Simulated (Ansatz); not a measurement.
# Gate voltage at the highest density: 1T-SrClI bilayer, AA

A layer charged from one gate needs a voltage that grows with the carrier density; the slope is e over the total capacitance.

**Method.** Ansatz 0.2.0, plane waves with PAW datasets (its set soft_2), PBE-D3(BJ); isolated slab, charged sheet 5 Å from the outer atoms behind model barriers, atoms held, Fermi-Dirac smearing of 0.05 eV. The voltage is that of the gate against the layer's Fermi level, from the uncharged case, which has a gap of 3.64 eV.

| run | added electrons (10¹³ per cm²) | gate voltage (V) |
| --- | --- | --- |
| run 1 | −1.00 | −3.02 |
| run 2 | −2.00 | −4.26 |
| run 3 | −4.00 | −6.21 |
| run 4 | −7.00 | −9.00 |
| run 5 | −11.00 | ? |

**Question.** What value belongs in the row marked “?”, and how far can the other rows tell?

A least-squares line through the 4 rows shown has slope 0.9840 and intercept −2.1785; no row lies more than 0.14 V off it. The capacitance is 1.602/0.9840 = 1.63 µF/cm², against 1.77 µF/cm² for plates 5 Å apart in vacuum. The intercept is mostly the shift of the Fermi level from inside the gap to the band edge. At −11.00 it gives 0.9840 × (−11.00) + (−2.1785) = −13.00 V, beyond the rows fitted. Rounding and scatter of the rows alone allow about ±0.356 V there.

The run itself gives −12.48 V: a miss of +0.52 V, or 4.2 % of the value. The capacitance rises towards the highest density.

Caveats: The gates are model sheets, not atoms, and low densities sample few k-points. Spin-orbit coupling is left out, which changes the bands of elements this heavy.
